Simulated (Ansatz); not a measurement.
# A hypothetical structure for LaSc2Si2

Starting from a made-up structure for LaSc2Si2, the aim is the relaxed cell, its shortest contacts and, where a second run follows, its electronic structure.

Method: DFT, r2SCAN, plane-wave PAW, default files, scalar-relativistic, no spin, cell and ions relaxed at zero pressure, in the first sound run; inputs show where later runs differ, in Ansatz 0.2.0.

## Step 1: The structure

Symmetry: I4/mmm, No. 139, tetragonal system. Conventional cell: a = 4.356 Å, b = 4.356 Å, c = 10.941 Å, α = 90.00°, β = 90.00°, γ = 90.00°. Nearest to La lie 10 Si at 3.50 to 3.82 Å and 8 Sc at 3.50 Å. Nearest to Sc lie 4 Si at 2.43 Å and 4 Sc at 3.08 Å and 4 La at 3.50 Å. Nearest to Si lie 4 Sc at 2.43 Å and 5 Si at 3.31 to 3.76 Å and 5 La at 3.50 to 3.82 Å. Farther neighbours are not listed.

## Step 2: Relaxation of the guess

The guessed cell has no reason to be at equilibrium. It is relaxed with the atoms, within the space group of the guess.

The input, input.yaml:

```yaml
crystal:
  lattice:
    - [-2.178, 2.178, 5.4705]
    - [2.178, -2.178, 5.4705]
    - [2.178, 2.178, -5.4705]
  atoms:
    - { symbol: La, position: [0.0, 0.0, 0.0] }
    - { symbol: Sc, position: [0.75, 0.25, 0.5] }
    - { symbol: Sc, position: [0.25, 0.75, 0.5] }
    - { symbol: Si, position: [0.3488, 0.3488, 0.0] }
    - { symbol: Si, position: [0.6512, 0.6512, 0.0] }
kpoints:
  mp_grid: { grid: [9, 9, 9] }
scf:
  occupations: { method: fermi_dirac, width: 0.05 }
hamiltonian:
  xc: r2scan
  pseudopotentials: { kind: paw }
relax:
  f_tol: 0.015
  max_steps: 70
  cell: {}
output:
  forces: true
  stress: true
```

The run is started by

```console
$ ansatz run input.yaml --threads 4 --pin off --max-ram 8192MiB --backend cpu --events-out ev --progress --plain --runs-dir out
```

Numbers of over 12 decimals in the logs are rounded to 6 here.

Log:

```text
basis.fft_grid_basis auto: the FFT boxes are laid along the combinations [[1, 0, 1], [0, 1, 1], [0, 0, 1]] of the cell's own vectors, 4.356, 4.356 and 6.278 Å long. The dense box has 32×32×48 points. Along the cell's own vectors, as sized, it would have 48×48×48, 2.25 times as many. Of the 16 symmetry operations that the crystal satisfies within crystal.symmetry.tolerance (time reversal apart; of a slab, those that k [...]
Engine: ansatz 0.2.0, aarch64-unknown-linux-gnu
Pseudopotentials: kind: paw
Pseudopotential: La, paw, valence charge 11, recommended cutoff 500 eV (meta_gga), La.paw.azcp
Pseudopotential: Sc, paw, valence charge 11, recommended cutoff 500 eV (meta_gga), Sc.paw.azcp
Pseudopotential: Si, paw, valence charge 4, recommended cutoff 500 eV (meta_gga), Si.paw.azcp
Functional definition: r2SCAN
  parameter k0 = 0.174
  parameter k1 = 0.065
  parameter a1 = 4.9479
  exchange = r2scan_x(k0 = k0, k1 = k1, a1 = a1)
  correlation = r2scan_c
Crystal: 5 atoms, lattice volume = 103.801 Å³
Basis set: ecut = 500 eV, 2643 PW (Γ), FFT grids on a1+a3, a2+a3, a3, exchange–correlation on 128×128×192 points (64 copies of the dense FFT grid, shifted against one another)
Bands: 26, of which v1, the nominal top of the filled ones, is band 21 counted from 1 (20 counted from 0)
Symmetry: 16 space group operations
Space group: I4/mmm (ITA 139), of the structure as read, at distance tolerance 4.7e-5 Å
k-points: 75 of 729
Non-local potential: La, projectors of the file, l = 0: 3, l = 1: 2, l = 2: 2, l = 3: 3
Non-local potential: Sc, projectors of the file, l = 0: 3, l = 1: 2, l = 2: 3, l = 3: 1
Non-local potential: Si, projectors of the file, l = 0: 2, l = 1: 2, l = 2: 2
PAW form: soft (Blöchl's): semilocal exchange-correlation on the pseudo side does not see the compensation charge
PAW frozen core: La, regenerated for the run's functional (the file was generated under x = pbe(κ = 0.804, μ = 0.219515), c = pbe(β = 0.066725))
PAW frozen core: Sc, regenerated for the run's functional (the file was generated under x = pbe(κ = 0.804, μ = 0.219515), c = pbe(β = 0.066725))
PAW frozen core: Si, regenerated for the run's functional (the file was generated under x = pbe(κ = 0.804, μ = 0.219515), c = pbe(β = 0.066725))
PAW one-centre angular grid: La, 974 points (default); XC on 160 Gauss nodes
PAW one-centre angular grid: Sc, 590 points (default); XC on 160 Gauss nodes
PAW one-centre angular grid: Si, 302 points (default); XC on 160 Gauss nodes
Initial density: superposition of atomic densities (neutral atoms: chi_scale 0, normalization atom), corrected by the library's trained network
Initial wavefunctions: pseudopotential atomic-orbital guess
Functional: x = r2scan, c = r2scan; τ floored in thin density (d = 2e-4 eV/Å³)
SCF iter   1: F=—  HF=-11824.670313 eV  |F-HF|=—  |Δ(HF+E_count)|=         —  Δρ=9.78e-3  dr2=1.89e-1  dr2_τ=6.41e-2  ethr=1.77e-3  ⟨swp⟩=5.8  Hψ=8728  notcnv=0
preconditioner: auto → Kerker (q_TF=auto, 2.337 Å⁻¹)  [metal: Δε(μ)=0.016 eV  Ē_g=8.317 eV  σ=0.050 eV  W_gap=0.08  n_scr=24 (ndim 8)  ℏωp=17.5 eV  f_vac=0.000  D(μ)=2.41/eV (n_scr^D=14)]
SCF iter   2: F=—  HF=-11824.855332 eV  |F-HF|=—  |Δ(HF+E_count)|=   1.85e-1  Δρ=5.74e-3  dr2=7.66e-2  dr2_τ=5.81e-4  ethr=4.62e-4  ⟨swp⟩=3.3  Hψ=4465  notcnv=0
SCF iter   3: F=—  HF=-11824.848810 eV  |F-HF|=—  |Δ(HF+E_count)|=   6.52e-3  Δρ=1.24e-3  dr2=2.02e-3  dr2_τ=2.93e-4  ethr=1.87e-4  ⟨swp⟩=4.5  Hψ=3667  notcnv=0  defer=2
SCF iter   4: F=—  HF=-11824.849585 eV  |F-HF|=—  |Δ(HF+E_count)|=   7.76e-4  Δρ=6.61e-4  dr2=9.67e-4  dr2_τ=3.51e-5  ethr=4.93e-6  ⟨swp⟩=2.8  Hψ=3947  notcnv=0
SCF iter   5: F=—  HF=-11824.849769 eV  |F-HF|=—  |Δ(HF+E_count)|=   1.83e-4  Δρ=2.87e-4  dr2=2.06e-4  dr2_τ=1.10e-6  ethr=2.36e-6  ⟨swp⟩=2.0  Hψ=2372  notcnv=0
SCF iter   6: F=—  HF=-11824.849862 eV  |F-HF|=—  |Δ(HF+E_count)|=   9.30e-5  Δρ=6.34e-5  dr2=5.87e-6  dr2_τ=1.24e-7  ethr=5.04e-7  ⟨swp⟩=2.0  Hψ=2774  notcnv=0
SCF iter   7: F=—  HF=-11824.849866 eV  |F-HF|=—  |Δ(HF+E_count)|=   4.25e-6  Δρ=2.05e-5  dr2=7.64e-7  dr2_τ=1.04e-8  ethr=1.43e-8  ⟨swp⟩=2.0  Hψ=3257  notcnv=0
SCF iter   8: F=-11824.849866 eV  HF=-11824.849866 eV  |F-HF|=4.48e-9  |Δ(HF+E_count)|=   4.82e-7  Δρ=3.71e-6  dr2=2.08e-8  dr2_τ=4.56e-10  ethr=2.44e-10  ⟨swp⟩=5.0  Hψ=7681  notcnv=0
SCF 1 converged in 8 iterations: F = -11824.849866 eV  dr2 = 2.08e-8
  greatest PAW one-centre occupation: 0.999 electrons in one spin orbital (limit 2), on the Sc atom at site 2 (counted from 0), in its partial waves of l = 1
relax step   1: F+E_penalty+E_count = -11824.84986642 eV  Δ(F+E_penalty+E_count) = +0.000e0 eV  max|allowed force component| = 4.183e0 eV/Å  Δτ_max = 0.0000 Å  P = +22.407 GPa  Ω = 103.801 Å³  (8 SCF iters, dr2 threshold 1.00e-7 eV, accepted)
Crystal: 5 atoms, lattice volume = 113.646 Å³
Basis set: ecut = 500 eV, 2873 PW (Γ), FFT grids on a1+a3, a2+a3, a3, exchange–correlation on 128×128×192 points (64 copies of the dense FFT grid, shifted against one another)
Initial density: handed on by an earlier stage of this run
Initial wavefunctions: those handed on with the density
SCF iter   1: F=—  HF=-11826.864564 eV  |F-HF|=—  |Δ(HF+E_count)|=         —  Δρ=2.12e-2  dr2=2.50e0  dr2_τ=2.69e-1  ethr=3.10e-3  ⟨swp⟩=12.2  Hψ=12685  notcnv=0
preconditioner: auto → Kerker (q_TF=auto, 2.302 Å⁻¹)  [metal: Δε(μ)=0.003 eV  Ē_g=4.260 eV  σ=0.050 eV  W_gap=0.01  n_scr=32 (ndim 8)  ℏωp=14.4 eV  f_vac=0.000  D(μ)=5.25/eV (n_scr^D=36)]
SCF iter   2: F=—  HF=-11826.891256 eV  |F-HF|=—  |Δ(HF+E_count)|=   2.67e-2  Δρ=6.55e-3  dr2=2.04e-1  dr2_τ=1.28e-2  ethr=3.10e-3  ⟨swp⟩=3.7  Hψ=3772  notcnv=0
SCF iter   3: F=—  HF=-11826.890793 eV  |F-HF|=—  |Δ(HF+E_count)|=   4.63e-4  Δρ=3.36e-3  dr2=5.09e-2  dr2_τ=6.17e-4  ethr=4.98e-4  ⟨swp⟩=3.4  Hψ=2984  notcnv=0  defer=1
SCF iter   4: F=—  HF=-11826.885720 eV  |F-HF|=—  |Δ(HF+E_count)|=   5.07e-3  Δρ=8.09e-4  dr2=7.03e-4  dr2_τ=9.32e-6  ethr=1.24e-4  ⟨swp⟩=3.2  Hψ=3480  notcnv=0  defer=1
SCF iter   5: F=—  HF=-11826.886106 eV  |F-HF|=—  |Δ(HF+E_count)|=   3.86e-4  Δρ=2.01e-4  dr2=8.49e-5  dr2_τ=3.31e-6  ethr=1.71e-6  ⟨swp⟩=2.0  Hψ=3774  notcnv=0
SCF iter   6: F=—  HF=-11826.886135 eV  |F-HF|=—  |Δ(HF+E_count)|=   2.84e-5  Δρ=6.07e-5  dr2=5.28e-6  dr2_τ=1.26e-7  ethr=2.07e-7  ⟨swp⟩=2.1  Hψ=2499  notcnv=0
SCF iter   7: F=-11826.886139 eV  HF=-11826.886139 eV  |F-HF|=1.90e-7  |Δ(HF+E_count)|=   3.88e-6  Δρ=1.20e-5  dr2=1.62e-7  dr2_τ=6.26e-9  ethr=1.22e-9  ⟨swp⟩=5.1  Hψ=8511  notcnv=0
SCF 2 converged in 7 iterations: F = -11826.886139 eV  dr2 = 1.62e-7
[...]
SCF iter   2: F=—  HF=-11827.558030 eV  |F-HF|=—  |Δ(HF+E_count)|=   1.37e-1  Δρ=6.12e-3  dr2=1.67e-1  dr2_τ=5.80e-3  ethr=3.10e-3  ⟨swp⟩=3.4  Hψ=3405  notcnv=0
SCF iter   3: F=—  HF=-11827.550765 eV  |F-HF|=—  |Δ(HF+E_count)|=   7.26e-3  Δρ=2.78e-3  dr2=3.08e-2  dr2_τ=4.86e-4  ethr=4.08e-4  ⟨swp⟩=3.6  Hψ=3085  notcnv=0  defer=1
SCF iter   4: F=—  HF=-11827.549573 eV  |F-HF|=—  |Δ(HF+E_count)|=   1.19e-3  Δρ=7.35e-4  dr2=5.69e-4  dr2_τ=9.19e-6  ethr=7.52e-5  ⟨swp⟩=3.3  Hψ=3210  notcnv=0
SCF iter   5: F=—  HF=-11827.549963 eV  |F-HF|=—  |Δ(HF+E_count)|=   3.90e-4  Δρ=2.70e-4  dr2=1.48e-4  dr2_τ=5.95e-6  ethr=1.39e-6  ⟨swp⟩=2.1  Hψ=3376  notcnv=0  defer=1
SCF iter   6: F=—  HF=-11827.549956 eV  |F-HF|=—  |Δ(HF+E_count)|=   7.29e-6  Δρ=7.38e-5  dr2=1.02e-5  dr2_τ=1.61e-7  ethr=3.60e-7  ⟨swp⟩=2.1  Hψ=2548  notcnv=0
SCF iter   7: F=—  HF=-11827.549958 eV  |F-HF|=—  |Δ(HF+E_count)|=   2.24e-6  Δρ=1.84e-5  dr2=7.52e-7  dr2_τ=3.01e-8  ethr=2.50e-8  ⟨swp⟩=2.0  Hψ=3206  notcnv=0
SCF iter   8: F=-11827.549958 eV  HF=-11827.549958 eV  |F-HF|=6.20e-9  |Δ(HF+E_count)|=   5.60e-8  Δρ=5.25e-6  dr2=5.54e-8  dr2_τ=5.16e-10  ethr=1.22e-9  ⟨swp⟩=4.1  Hψ=6938  notcnv=0
SCF 3 converged in 8 iterations: F = -11827.549958 eV  dr2 = 5.54e-8
relax step   3: F+E_penalty+E_count = -11827.54995832 eV  Δ(F+E_penalty+E_count) = -6.638e-1 eV  max|allowed force component| = 9.726e-1 eV/Å  Δτ_max = 0.1948 Å  P = +1.058 GPa  Ω = 114.475 Å³  energy of the carried Pulay correction = -2.948e-3 eV  (8 SCF iters, dr2 threshold 5.00e-7 eV, accepted)
[...]
relax step   4: F+E_penalty+E_count = -11827.68412830 eV  Δ(F+E_penalty+E_count) = -1.342e-1 eV  max|allowed force component| = 1.402e0 eV/Å  Δτ_max = 0.1969 Å  P = +0.134 GPa  Ω = 113.637 Å³  energy of the carried Pulay correction = -2.727e-3 eV  (7 SCF iters, dr2 threshold 5.00e-7 eV, accepted)
[...]
relax step   5: F+E_penalty+E_count = -11827.78477850 eV  Δ(F+E_penalty+E_count) = -1.007e-1 eV  max|allowed force component| = 2.102e-1 eV/Å  Δτ_max = 0.0863 Å  P = +0.079 GPa  Ω = 113.731 Å³  energy of the carried Pulay correction = -2.752e-3 eV  (7 SCF iters, dr2 threshold 5.00e-7 eV, accepted)
[...]
relax step   6: F+E_penalty+E_count = -11827.80109441 eV  Δ(F+E_penalty+E_count) = -1.632e-2 eV  max|allowed force component| = 2.200e-2 eV/Å  Δτ_max = 0.0125 Å  P = +0.174 GPa  Ω = 113.528 Å³  energy of the carried Pulay correction = -2.698e-3 eV  (6 SCF iters, dr2 threshold 5.00e-7 eV, accepted)
[...]
relax step   7: F+E_penalty+E_count = -11827.80131152 eV  Δ(F+E_penalty+E_count) = -2.171e-4 eV  max|allowed force component| = 3.156e-3 eV/Å  Δτ_max = 0.0009 Å  P = -0.011 GPa  Ω = 113.792 Å³  energy of the carried Pulay correction = -2.768e-3 eV  (4 SCF iters, dr2 threshold 1.70e-7 eV, accepted)
Basis set: ecut = 500 eV, 2845 PW (Γ), FFT grids on a1+a3, a2+a3, a3, exchange–correlation on 128×128×200 points (64 copies of the dense FFT grid, shifted against one another)
Initial wavefunctions: pseudopotential atomic-orbital guess (no wavefunctions were taken with the density)
iter 1 solved again at ethr=1.60e-7 eV; its pass at ethr=3.10e-3 eV (dr2=6.56e-5 eV) is discarded
SCF iter   1: F=—  HF=-11827.805106 eV  |F-HF|=—  |Δ(HF+E_count)|=         —  Δρ=2.23e-4  dr2=6.60e-6  dr2_τ=5.37e-5  ethr=1.60e-7  ⟨swp⟩=3.4  Hψ=14906  notcnv=0
preconditioner: auto → Kerker (q_TF=auto, 2.301 Å⁻¹)  [metal: Δε(μ)=0.001 eV  Ē_g=4.582 eV  σ=0.050 eV  W_gap=0.01  n_scr=32 (ndim 8)  ℏωp=14.4 eV  f_vac=0.000  D(μ)=4.77/eV (n_scr^D=32)]
SCF iter   2: F=—  HF=-11827.805126 eV  |F-HF|=—  |Δ(HF+E_count)|=   2.05e-5  Δρ=1.18e-4  dr2=1.93e-6  dr2_τ=2.52e-6  ethr=1.61e-8  ⟨swp⟩=2.0  Hψ=3157  notcnv=0
SCF iter   3: F=—  HF=-11827.805131 eV  |F-HF|=—  |Δ(HF+E_count)|=   4.93e-6  Δρ=6.55e-6  dr2=3.08e-8  dr2_τ=1.13e-8  ethr=4.70e-9  ⟨swp⟩=2.0  Hψ=3329  notcnv=0
SCF iter   4: F=—  HF=-11827.805131 eV  |F-HF|=—  |Δ(HF+E_count)|=   4.94e-8  Δρ=2.18e-6  dr2=1.01e-8  dr2_τ=4.90e-10  ethr=7.50e-11  ⟨swp⟩=2.0  Hψ=3424  notcnv=0
SCF iter   5: F=—  HF=-11827.805131 eV  |F-HF|=—  |Δ(HF+E_count)|=  9.82e-11  Δρ=9.03e-7  dr2=1.65e-9  dr2_τ=4.92e-11  ethr=2.46e-11  ⟨swp⟩=2.2  Hψ=2598  notcnv=0
SCF iter   6: F=—  HF=-11827.805131 eV  |F-HF|=—  |Δ(HF+E_count)|=  3.66e-10  Δρ=3.97e-7  dr2=3.44e-10  dr2_τ=6.18e-12  ethr=4.02e-12  ⟨swp⟩=2.0  Hψ=2861  notcnv=0
SCF iter   7: F=-11827.805131 eV  HF=-11827.805131 eV  |F-HF|=1.82e-12  |Δ(HF+E_count)|=  3.64e-11  Δρ=7.68e-8  dr2=1.09e-11  dr2_τ=2.97e-13  ethr=1.00e-12  ⟨swp⟩=3.0  Hψ=8265  notcnv=0
SCF 8 converged in 7 iterations: F = -11827.805131 eV  dr2 = 1.09e-11
relax step   8: F+E_penalty+E_count = -11827.80513143 eV  Δ(F+E_penalty+E_count) = -3.820e-3 eV  max|allowed force component| = 2.475e-3 eV/Å  Δτ_max = 0.0000 Å  P = +0.004 GPa  Ω = 113.792 Å³  stress off target by 1.41e-2 GPa  SCF on the basis re-selected at this cell (its energy is not comparable with the rows above)  (7 SCF iters)
basis re-selected at this cell: Δ(F+E_penalty+E_count) = -3.820e-3 eV, ΔP = +0.015 GPa vs the last step (what re-selecting the basis moved, of the pressure what is left beyond the Pulay correction that the steps carried, after the strain that the cell walked since its last selection, with what the two solves' SCF thresholds leave and, on support functions, any second-order correction that the steps lacked; it is no measure of the basis error at this ecutwfc). The dense FFT grid was sized anew with the basis: this SCF ran on 32×32×50 points, the steps before it on 32×32×48, so part of this shift can come from that change (see relax.cell in the input reference). [rest of the remark cut]
SCF converged after 7 iterations
Free energy (F): -11827.805131 eV
Harris-Foulkes:  -11827.805131 eV  (|F-HF|=1.82e-12)
Internal energy: -11827.767363 eV  (E = F + TS)
E sigma→0 (E₀):  -11827.786247 eV
Entropy (-TS):   -0.037768 eV (-7.554 meV/atom)
Fermi energy:    10.155396 eV
--- Per-component energies (eV) ---
  E_band       = -367.877939
  E_kinetic    = 795.249339
  E_local      = -2220.563908  (includes V_loc(G=0)·N_el)
  E_nonlocal   = 306.400023
  E_hartree    = 787.914514
  E_xc         = -437.149795
  E_vxc        = -544.722200  (∫ρ·V_xc dr)
  E_paw        = -8404.364570  (= ΣΔE_a)
  E_vpaw       = -310.428886  (= ΣTr[D̂ρ^β])
  E_aug_tail   = 0.000019  (compensation charges beyond the density's cutoff)
  E_vtau       = 30.358612  (kinetic-family band-sum trace: ∫τ·v_τ [+ j·A + Jᵃ·Aᵃ] dr)
  E_ewald      = -2654.691646
  E_core_change = -0.561337  (= ΣΔE_core)
  E_smearing   = -0.037768  (= −TS)
  E_closure    = -0.000000  (closes the sum)
  Σ components = -11827.805131   (vs F -11827.805131, Δ=0.00e0)
--- Forces (eV/Å), atoms counted from 1 ---
  atom   1  La     0.00000000     0.00000000     0.00000000
  atom   2  Sc    -0.00000000    -0.00000000     0.00000000
  atom   3  Sc    -0.00000000    -0.00000000     0.00000000
  atom   4  Si     0.00000000     0.00000000    -0.00247527
  atom   5  Si     0.00000000     0.00000000     0.00247527
  max |Σ_I F_I| component: 6.94e-18 eV/Å
--- Stress (GPa, compression-positive) ---
       -0.001150      -0.000000       0.000000
       -0.000000      -0.001150      -0.000000
        0.000000       0.000000       0.014143
  P = ⅓ Tr σ = 0.0039 GPa (0.039 kbar)
--- Relaxed structure (7 steps of the walk, 7 accepted, 1 SCFs on fresh bases) ---
  F+E_penalty+E_count = -11827.80513143 eV   max|allowed force component| = 2.475e-3 eV/Å   (the final SCF, on the basis selected at the relaxed cell)
  cell:  # Å, volume = 113.7923 Å³
    - [-2.186515, 2.186515, 5.950425]
    - [2.186515, -2.186515, 5.950425]
    - [2.186515, 2.186515, -5.950425]
  atoms:
    - { symbol: La, position: [4.566313509563299e-18, 4.566313509563299e-18, 0] }
    - { symbol: Sc, position: [0.75, 0.25, 0.5] }
    - { symbol: Sc, position: [0.25, 0.75, 0.5] }
    - { symbol: Si, position: [0.395888, 0.395888, 0] }
    - { symbol: Si, position: [0.604112, 0.604112, 0] }
```

The job ended after 55 s (4 threads of Arm Neoverse V1, shared host; peak memory 0.81 GiB).

Relaxation path:

| step | energy less that of the first step (eV) | largest force component (eV/Å) | pressure (GPa) | volume (Å³) |
| --- | --- | --- | --- | --- |
| 1 | 0.0000 | 4.1832 | 22.41 | 103.80 |
| 2 | -2.0363 | 1.9542 | 5.20 | 113.65 |
| 3 | -2.7001 | 0.9726 | 1.06 | 114.47 |
| 4 | -2.8343 | 1.4015 | 0.13 | 113.64 |
| 5 | -2.9349 | 0.2102 | 0.08 | 113.73 |
| 6 | -2.9512 | 0.0220 | 0.17 | 113.53 |
| 7 | -2.9514 | 0.0032 | -0.01 | 113.79 |
| 8* | -2.9553 | 0.0025 | 0.00 | 113.79 |

Relaxation steps marked * repeat the geometry before them on a plane-wave basis chosen anew for their cell, so energy and pressure can jump there.

Forces are held to the 16 operations that the run works with; a distortion that breaks them can't arise in this run.

| conventional cell, symmetrised | before | after | change |
| --- | --- | --- | --- |
| a (Å) | 4.356 | 4.373 | +0.4 % |
| b (Å) | 4.356 | 4.373 | +0.4 % |
| c (Å) | 10.941 | 11.901 | +8.8 % |
| volume (Å³/atom) | 20.76 | 22.76 | +9.6 % |

The atoms that moved most (Å, as changes of fractional coordinates times the final cell):

| atom | dx | dy | dz | length |
| --- | --- | --- | --- | --- |
| Si4 | 0.000 | 0.000 | 0.560 | 0.560 |
| Si5 | 0.000 | 0.000 | -0.560 | 0.560 |

Numbers from this step:

```yaml
free_energy: -11827.8051 eV
energy_at_zero_smearing: -11827.7862 eV
smearing_term_ts: 0.03777 eV
fermi_energy: 10.16 eV
electrons: 41
symmetry_operations: 16
pressure: 0.003948 GPa
```

The shortest distance of each pair, which need not be the same contact before and after:

| pair | guess (Å) | relaxed (Å) |
| --- | --- | --- |
| Si–Si | 3.309 | 2.478 |
| Sc–Si | 2.431 | 2.792 |
| Sc–Sc | 3.080 | 3.092 |
| La–Si | 3.496 | 3.331 |
| La–Sc | 3.496 | 3.692 |

The relaxation ends with a largest force component of 0.0025 eV/Å and a pressure of 0.00 GPa.

(Part 1 of 2 ends here.)

[Logs are printed without paths, hosts, clocks, repeated set-up lines and the standing remarks that a program may print on its own settings, such as how far it seeks lower states.]

[Hosts, paths, dates, database ids (printed as entryN), source tags and the programs' standing remarks are cut or masked in the printed files.]
